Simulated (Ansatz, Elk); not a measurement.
**TaCuP2 (model structure): optical spectrum from first principles**

Aim: the dielectric function of TaCuP2 (model structure), and the optical constants that follow from it. The cell was made here by substitution or stacking, whether or not such a phase is known. It was built so: All N replaced by P in the R-3m structure of TaCuN2. The cell is first relaxed with Ansatz.

Method: DFT, PBE, all-electron APW+lo, Dirac cores, scalar-relativistic bands, independent-particle optical response without local fields, in Elk 11.2.3 (patched build).

Most raw output is cut from this account.

## 1. The structure

Symmetry: R-3m, No. 166, trigonal system. Conventional cell: a = 3.594 Å, b = 3.594 Å, c = 19.983 Å, α = 90.00°, β = 90.00°, γ = 120.00°. Nearest to Ta lie 6 P at 2.28 Å. Nearest to Cu lie 2 P at 2.38 Å. Nearest to P lie 3 Ta at 2.28 Å and 1 Cu at 2.38 Å. All N replaced by P in the R-3m structure of TaCuN2. Farther neighbours are not listed.

## 2. Relaxation

The structure was built or cut out here, so it is relaxed before any spectrum is computed.

This step: DFT, PBE, plane-wave PAW, default files, scalar-relativistic, relaxation (Ansatz 0.2.0).

input.yaml reads:

```yaml
crystal:
  lattice:
    - [1.7968432415, 1.0374079292, 6.6610018]
    - [-1.7968432415, 1.0374079292, 6.6610018]
    - [0.0, -2.0748158583, 6.6610018]
  atoms:
    - { symbol: Ta, position: [0.5, 0.5, 0.5] }
    - { symbol: Cu, position: [0.0, 0.0, 0.0] }
    - { symbol: P, position: [0.881, 0.881, 0.881] }
    - { symbol: P, position: [0.119, 0.119, 0.119] }
kpoints:
  mp_grid: { grid: [7, 7, 7] }
scf:
  occupations: { method: fermi_dirac, width: 0.05 }
hamiltonian:
  xc: pbe
output:
  forces: true
  stress: true
relax:
  f_tol: 0.02
  max_steps: 50
  cell: {}
```

Command:

```
ansatz run input.yaml --threads 4 --pin off --max-ram 8192MiB --backend cpu --events-out ev --progress --plain --runs-dir out
```

Wall time 15 s (4 threads of Arm Neoverse V2, shared host); peak memory 0.46 GiB.

Relaxation path:

| step | energy less that of the first step (eV) | largest force component (eV/Å) | pressure (GPa) | volume (Å³) |
| --- | --- | --- | --- | --- |
| 1 | 0.0000 | 7.3471 | 30.61 | 74.50 |
| 2 | -2.7931 | 3.3359 | 8.21 | 80.70 |
| 3 | -3.6450 | 0.0569 | 0.10 | 80.79 |
| 4 | -3.7179 | 0.0036 | -1.81 | 81.23 |
| 5 | -3.9490 | 0.5046 | -4.46 | 77.75 |
| 6 | -4.1160 | 0.3234 | -3.03 | 72.21 |
| 7 | -4.1337 | 0.1915 | 0.78 | 70.21 |
| 8 | -4.1349 | 0.0995 | 0.14 | 69.57 |
| 9 | -4.1371 | 0.0045 | 0.05 | 70.12 |
| 10 | -4.1371 | 0.0007 | 0.00 | 70.12 |
| 11* | -4.1545 | 0.0015 | 0.36 | 70.12 |
| 12 | -4.1552 | 0.0040 | 0.02 | 70.14 |
| 13 | -4.1552 | 0.0000 | 0.00 | 70.13 |
| 14* | -4.1553 | 0.0000 | 0.00 | 70.13 |

Relaxation steps marked * repeat the geometry before them on a plane-wave basis chosen anew for their cell, so energy and pressure can jump there.

Forces are held to the 12 operations that the run works with; a distortion that breaks them can't arise in this run.

| cell as run | before | after | change |
| --- | --- | --- | --- |
| a (Å) | 6.977 | 8.049 | +15.4 % |
| b (Å) | 6.977 | 8.049 | +15.4 % |
| c (Å) | 6.977 | 8.049 | +15.4 % |
| α (°) | 29.85 | 23.04 | -22.8 % |
| β (°) | 29.85 | 23.04 | -22.8 % |
| γ (°) | 29.85 | 23.04 | -22.8 % |
| volume (Å³/atom) | 18.62 | 17.53 | -5.9 % |

The atoms that moved most (Å, as changes of fractional coordinates times the final cell):

| atom | dx | dy | dz | length |
| --- | --- | --- | --- | --- |
| P3 | 0.000 | 0.000 | 0.583 | 0.583 |
| P4 | 0.000 | 0.000 | -0.583 | 0.583 |

The relaxed structure:

```xyz
4
Lattice="1.6078 0.9283 7.8320 -1.6078 0.9283 7.8320 0.0000 -1.8565 7.8320" Properties=species:S:1:pos:R:3 pbc="T T T"
Ta    0.0000    0.0000   11.7480
Cu    0.0000    0.0000    0.0000
P     0.0000    0.0000   21.2833
P     0.0000    0.0000    2.2127
```

The relaxation ends with a largest force component of 1.1e-5 eV/Å and a pressure of 0.00 GPa.

## 3. Ground state

The self-consistent density comes first; it also tells whether there is a gap, which decides the occupations and the need for a Drude term.

This step: DFT, PBE, all-electron APW+lo, Dirac cores, scalar-relativistic bands, ground state (Elk 11.2.3 (patched build)).

elk.in reads:

```
tasks
  0
  120

xctype
  20

nempty
  14

lorbcnd
  .true.

rgkmax
  7.0

swidth
  0.0018375

maxscl
  100

epsengy
  1e-05

sppath
  './'

avec
  3.038289054532 1.754157003510 14.800298838333
  -3.038289054532 1.754157003510 14.800298838333
  0.000000000000 -3.508314007020 14.800298838333

atoms
  3
  'Ta.in'
  1
  0.500000000000 0.500000000000 0.500000000000   0.000 0.000 0.000
  'Cu.in'
  1
  0.000000000000 0.000000000000 0.000000000000   0.000 0.000 0.000
  'P.in'
  2
  0.905827552800 0.905827552800 0.905827552800   0.000 0.000 0.000
  0.094172447200 0.094172447200 0.094172447200   0.000 0.000 0.000

ngridk
  11 11 11
```

Command:

```
OMP_NUM_THREADS=4 elk
```

Elapsed: 1.8 min, on 4 threads; peak memory 0.38 GiB.

Numbers from this step:

| Item | Value |
| --- | --- |
| total energy | -17965 Ha |
| Fermi energy | 7.477 eV |
| DOS at the Fermi level | 1.053 states/eV/cell |

There are states at the Fermi level within the smearing, so the occupations stay smeared and the carriers get a Drude term.

## 4. Independent particles

With the density converged, the vertical transitions are summed over the zone.

This step: DFT, PBE, all-electron APW+lo, Dirac cores, scalar-relativistic bands, independent-particle optical response without local fields (Elk 11.2.3 (patched build)).

Changes to elk.in since step 3:

```diff
@@ -1,4 +1,10 @@
 tasks
-  0
-  120
+  121
+
+optcomp
+  1 1
+  3 3
+
+intraband
+  .true.
 
@@ -17,9 +23,7 @@
 swidth
-  0.0018375
+  0.0036749
 
-maxscl
-  100
-
-epsengy
-  1e-05
+wplot
+  400 100 0
+  0.0 0.80849
```

Command:

```
OMP_NUM_THREADS=4 elk
```

The job ended after 14 s (4 threads; peak memory 0.07 GiB; 54 s of CPU time).

Read-outs, printed or worked out from the files:

- centre of weight of the strongest loss peak in the window: 19.42 eV
- Drude plasma energy, first axis: 3.316 eV

The Im ε has structure finer than the step of the table below, so its rows give means over 0.5 eV, whole bins alone (the curve runs from 0.330 to 21.9 eV). Peaks (eV: height): E ∥ x 1.49: 37.6; E ∥ z 0.88: 9.50, 2.15: 18.6, 2.97: 18.5, 6.00: 13.1.

Sum at mesh points, not converged in k. The Im ε by photon energy; means over each step:

| photon energy (eV) | E ∥ x | E ∥ z |
| --- | --- | --- |
| 1.0 | 22.9 | 6.87 |
| 1.5 | 32.9 | 9.63 |
| 2.0 | 24.5 | 16.4 |
| 2.5 | 17.8 | 16.4 |
| 3.0 | 13.4 | 16.9 |
| 3.5 | 9.84 | 16.3 |
| 4.0 | 8.05 | 15.7 |
| 4.5 | 7.91 | 12.3 |
| 5.0 | 7.91 | 10.5 |
| 5.5 | 7.04 | 10.8 |
| 6.0 | 7.07 | 12.2 |
| 6.5 | 5.49 | 9.93 |
| 7.0 | 4.52 | 9.82 |
| 7.5 | 5.02 | 9.01 |
| 8.0 | 4.79 | 6.82 |
| 8.5 | 4.27 | 4.81 |
| 9.0 | 4.41 | 3.66 |
| 9.5 | 3.60 | 2.74 |
| 10.0 | 2.82 | 2.20 |
| 10.5 | 2.69 | 1.67 |
| 11.0 | 2.54 | 1.59 |
| 11.5 | 2.06 | 1.54 |
| 12.0 | 1.81 | 1.32 |
| 12.5 | 1.71 | 1.25 |
| 13.0 | 1.53 | 1.08 |
| 13.5 | 1.33 | 0.910 |
| 14.0 | 1.28 | 0.886 |
| 14.5 | 1.10 | 0.735 |
| 15.0 | 0.918 | 0.656 |
| 15.5 | 0.734 | 0.572 |
| 16.0 | 0.642 | 0.500 |
| 16.5 | 0.560 | 0.409 |
| 17.0 | 0.529 | 0.342 |
| 17.5 | 0.511 | 0.315 |
| 18.0 | 0.472 | 0.297 |
| 18.5 | 0.372 | 0.268 |
| 19.0 | 0.336 | 0.269 |
| 19.5 | 0.312 | 0.266 |
| 20.0 | 0.336 | 0.277 |
| 20.5 | 0.288 | 0.230 |
| 21.0 | 0.286 | 0.217 |
| 21.5 | 0.284 | 0.222 |

Values under 1 per cm are given as 1; sum at mesh points, not converged in k. Table of absorption coefficient by photon energy:

| photon energy (eV) | E ∥ x (1/cm) | E ∥ z (1/cm) |
| --- | --- | --- |
| 0.495 | 2.6e5 | 1.7e5 |
| 0.990 | 2.7e5 | 1.1e5 |
| 1.485 | 5.7e5 | 1.7e5 |
| 1.980 | 6.9e5 | 3.6e5 |
| 2.475 | 8.0e5 | 5.1e5 |
| 3.025 | 8.8e5 | 7.5e5 |
| 3.520 | 8.9e5 | 8.3e5 |
| 4.015 | 8.5e5 | 1.1e6 |
| 4.510 | 9.3e5 | 1.1e6 |
| 5.005 | 9.7e5 | 1.1e6 |
| 5.500 | 1.1e6 | 1.2e6 |
| 5.995 | 1.2e6 | 1.6e6 |
| 6.490 | 1.3e6 | 1.6e6 |
| 6.985 | 1.2e6 | 1.8e6 |
| 7.480 | 1.2e6 | 2.0e6 |
| 7.975 | 1.4e6 | 2.1e6 |
| 8.525 | 1.4e6 | 2.1e6 |
| 9.020 | 1.6e6 | 2.0e6 |
| 9.515 | 1.7e6 | 2.0e6 |
| 10.010 | 1.6e6 | 1.9e6 |
| 10.505 | 1.6e6 | 1.8e6 |
| 11.000 | 1.7e6 | 1.7e6 |
| 11.495 | 1.7e6 | 1.8e6 |
| 11.990 | 1.5e6 | 1.7e6 |
| 12.485 | 1.6e6 | 1.7e6 |
| 12.980 | 1.6e6 | 1.7e6 |
| 13.475 | 1.5e6 | 1.6e6 |
| 14.025 | 1.6e6 | 1.6e6 |
| 14.520 | 1.6e6 | 1.5e6 |
| 15.015 | 1.5e6 | 1.5e6 |
| 15.510 | 1.4e6 | 1.4e6 |
| 16.005 | 1.3e6 | 1.4e6 |
| 16.500 | 1.2e6 | 1.2e6 |
| 16.995 | 1.1e6 | 1.1e6 |
| 17.490 | 1.1e6 | 9.8e5 |
| 17.985 | 1.1e6 | 8.9e5 |
| 18.480 | 9.5e5 | 7.7e5 |
| 18.975 | 7.9e5 | 6.7e5 |
| 19.525 | 6.5e5 | 5.8e5 |
| 20.020 | 6.8e5 | 6.1e5 |
| 20.515 | 5.5e5 | 4.8e5 |
| 21.010 | 5.1e5 | 4.2e5 |
| 21.505 | 5.5e5 | 4.4e5 |

Sum at mesh points, not converged in k. The reflectivity at normal incidence by photon energy; read off at these points:

| photon energy (eV) | E ∥ x (%) | E ∥ z (%) |
| --- | --- | --- |
| 0.50 | 71.8 | 65.7 |
| 1.00 | 50.6 | 33.3 |
| 1.50 | 60.4 | 43.3 |
| 2.00 | 56.7 | 46.7 |
| 2.50 | 54.7 | 44.2 |
| 3.00 | 50.8 | 47.3 |
| 3.50 | 47.8 | 44.8 |
| 4.00 | 41.0 | 48.3 |
| 4.50 | 38.7 | 46.0 |
| 5.00 | 36.5 | 41.1 |
| 5.50 | 40.1 | 40.7 |
| 6.00 | 39.2 | 47.2 |
| 6.22 | 44.1 | 49.3 |
| 6.50 | 41.7 | 45.3 |
| 7.00 | 34.3 | 48.7 |
| 7.50 | 33.0 | 52.0 |
| 8.00 | 37.9 | 57.7 |
| 8.50 | 32.8 | 58.5 |
| 9.00 | 38.6 | 61.4 |
| 9.50 | 43.1 | 62.4 |
| 9.68 | 44.3 | 60.7 |
| 10.00 | 40.9 | 61.9 |
| 10.18 | 37.8 | 63.6 |
| 10.50 | 37.7 | 60.6 |
| 11.00 | 40.8 | 56.0 |
| 11.50 | 43.4 | 54.2 |
| 12.00 | 38.0 | 53.3 |
| 12.50 | 39.3 | 52.0 |
| 13.00 | 37.8 | 52.8 |
| 13.50 | 37.4 | 53.3 |
| 14.00 | 37.8 | 50.6 |
| 14.50 | 38.4 | 50.9 |
| 15.00 | 41.0 | 48.4 |
| 15.50 | 43.1 | 50.0 |
| 16.00 | 39.2 | 48.2 |
| 16.50 | 36.6 | 49.2 |
| 17.00 | 31.5 | 48.6 |
| 17.50 | 30.1 | 41.8 |
| 18.00 | 29.2 | 38.2 |
| 18.50 | 31.3 | 33.1 |
| 19.00 | 23.0 | 24.3 |
| 19.50 | 16.4 | 19.5 |
| 20.00 | 14.8 | 16.9 |
| 20.50 | 12.8 | 15.6 |
| 21.00 | 9.46 | 10.1 |
| 21.50 | 9.08 | 9.32 |

Sum at mesh points, not converged in k. Table of loss function −Im 1/ε at q → 0 by energy loss; read off at these points:

| energy loss (eV) | E ∥ x | E ∥ z |
| --- | --- | --- |
| 1.0 | 0.0347 | 0.0457 |
| 2.0 | 0.0392 | 0.0288 |
| 3.0 | 0.0706 | 0.0470 |
| 4.0 | 0.124 | 0.0605 |
| 5.0 | 0.122 | 0.0956 |
| 6.0 | 0.136 | 0.0767 |
| 7.0 | 0.218 | 0.0942 |
| 8.0 | 0.198 | 0.0922 |
| 9.0 | 0.204 | 0.113 |
| 10.0 | 0.263 | 0.142 |
| 11.0 | 0.280 | 0.229 |
| 12.0 | 0.405 | 0.295 |
| 13.0 | 0.448 | 0.342 |
| 14.0 | 0.525 | 0.450 |
| 15.0 | 0.636 | 0.626 |
| 16.0 | 0.939 | 0.818 |
| 17.0 | 1.58 | 1.39 |
| 18.0 | 1.88 | 2.74 |
| 18.6 | 2.90 | 3.81 |
| 19.0 | 2.90 | 3.64 |
| 19.3 | 3.20 | 3.56 |
| 20.0 | 2.46 | 2.98 |
| 21.0 | 1.84 | 1.90 |

Optical constants at common wavelengths, from n + ik = √ε:

| wavelength (nm) | n x | k x | R (%) x | 1/α x | n z | k z | R (%) z | 1/α z |
| --- | --- | --- | --- | --- | --- | --- | --- | --- |
| 1064 | 5.00 | 2.110 | 50.6 | 40 nm | 3.93 | 0.598 | 36.3 | 142 nm |
| 800 | 4.54 | 3.901 | 60.5 | 16 nm | 4.53 | 1.203 | 43.4 | 53 nm |
| 633 | 3.72 | 3.424 | 56.2 | 15 nm | 4.58 | 1.767 | 46.5 | 28 nm |
| 450 | 2.47 | 2.967 | 52.6 | 12 nm | 3.87 | 2.125 | 45.2 | 17 nm |
| 308 | 1.89 | 2.095 | 40.7 | 12 nm | 2.99 | 2.705 | 48.5 | 9.1 nm |
| 248 | 2.13 | 1.901 | 36.5 | 10 nm | 2.39 | 2.175 | 41.1 | 9.1 nm |
| 193 | 1.45 | 1.968 | 41.3 | 7.8 nm | 2.03 | 2.406 | 45.8 | 6.4 nm |

A polished face would reflect 51 % of daylight and look light grey (CIE x = 0.317, y = 0.335 under D65).

## 5. Results

| Property | Result |
| --- | --- |
| Drude plasma energy, first axis | 3.32 eV |
| centre of weight of the strongest loss peak in the window, first axis | 19.4 eV |

What this shows: At this level (PBE, independent particles) TaCuP2 is a metal with a Drude plasma energy of 3.3 eV along x and 2.6 eV along z. The mesh is too coarse to trust the carriers' weight, the reflectivity or the colour to better than tens of per cent. The cell shrank by 5.9 % in volume. Along x the bare Drude plasma energy is 3.3 eV; Re ε first rises through zero at 0.61 eV, far lower, because interband transitions screen the carriers. Im ε is 21 there, so the loss peak at that energy is weak. A polished face would reflect 51 % of daylight and look light grey (CIE x = 0.317, y = 0.335 under D65). The carriers' damping of 0.1 eV is typed, not computed; at 0.8 eV the carriers give 9 % of Im ε along the first axis; the rest comes from the sum over bands, which at low energy also holds close bands and the noise of the mesh. Spin-orbit coupling is left out although heavy atoms are present. The sum runs over mesh points 0.21 Å⁻¹ apart with no interpolation, so peaks are partly noise of the mesh, and the Drude plasma energy, a sum over the Fermi surface, isn't converged. Besides steps told in other documents, this task had 1 step that ran out of time; those not told in a step above aren't shown.

[Machine, clock and banner lines and Python warnings are left out of the logs.]

[Logs are printed without paths, hosts, clocks, repeated set-up lines and the standing remarks that a program may print on its own settings, such as how far it seeks lower states.]

[Hosts, paths, dates, database ids (printed as entryN), source tags and the programs' standing remarks are cut or masked in the printed files.]
